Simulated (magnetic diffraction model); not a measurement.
# Nd2Cd17C3: the ordered moment from one line

Space group R-3m (no. 166), a = 10.4330 Å, c = 14.5500 Å.

```csv
site,atom,x,y,z
6c,Nd,1/3,2/3,0.0126
6c,Cd,1/3,2/3,0.7606
18h,Cd,0.5067,0.0134,0.1491
18f,Cd,0.7163,0.7163,0
9d,Cd,1/3,1/6,1/6
9e,C,0,1/2,0
```

The compound is invented for this exercise: a known structure type with other elements, its cell scaled to their sizes and not relaxed.

Only Nd is taken to order (form factors of Nd3+); orders and moment sizes are assumed, and not adapted to the symmetry. Radiation: neutrons of λ = 2.0775 Å (absorption by Cd left out), 3° to 45°; isotropic B of 0.46 Å² (Nd), 0.51 Å² (Cd) and 0.88 Å² (C). Simulated constant-wavelength pattern: nuclear and magnetic terms add, the magnetic one as |2.695 fm × Σ f S⊥ exp(2πi Q·r) exp(−B s²)|², summed over all Q at one angle with the factor 1/(sin²θ cos θ). For collinear order S is the moment m, which repeats by lattice and centring translations R with the sign exp(−2πi k·R). Free-ion form factors, Sears's scattering lengths of 1992, no absorption; a label names one of the reflections at its angle. The strongest nuclear line in the range is 100, and lines under 0.2 are left out.

In a first state the assumed order is k = (1/2 1/2 0), collinear moments along [120], 3.2 μB on Nd; signs + at (1/3, 2/3, 0.0126), − at (1/3, 2/3, 0.3207), with this pattern:

```tsv
2θ (°)	index	nuclear	magnetic
10.52	(1/2 -1/2 1)	0.0	130.7
15.55	(1 0 1)	1.5	0.0
17.71	(-1/2 1/2 2)	0.0	63.0
19.34	(-1/2 3/2 1)	0.0	52.6
21.13	(0 1 2)	21.7	0.0
22.97	(1 1 0)	37.0	0.0
24.08	(3/2 -1/2 2)	0.0	52.6
24.73	(0 0 3)	52.9	0.0
25.32	(3/2 1/2 1)	0.0	17.8
27.32	(1/2 1/2 3)	0.0	3.0
27.86	(0 2 1)	60.6	0.0
29.15	(1/2 3/2 2)	0.0	24.4
30.20	(5/2 -3/2 1)	0.0	23.7
31.41	(2 0 2)	64.7	0.0
31.92	(3/2 -3/2 3)	0.0	2.2
33.52	(-3/2 5/2 2)	0.0	26.6
```
(The table stops after 16 lines; 20 more lie at higher angle.)

**Question.** Nearer the ordering temperature the line at 10.52° has total intensity 11.8 on the same scale, and all moments have shrunk alike. How large is the Nd moment?

The nuclear part, 0.0, stays, so the magnetic part is 11.8 against 130.7. It goes as m², so m = 3.2 × √(11.8/130.7) = 0.96 μB; the value used was 0.96 μB.

[Logs are printed without paths, hosts, clocks, repeated set-up lines and the standing remarks that a program may print on its own settings, such as how far it seeks lower states.]
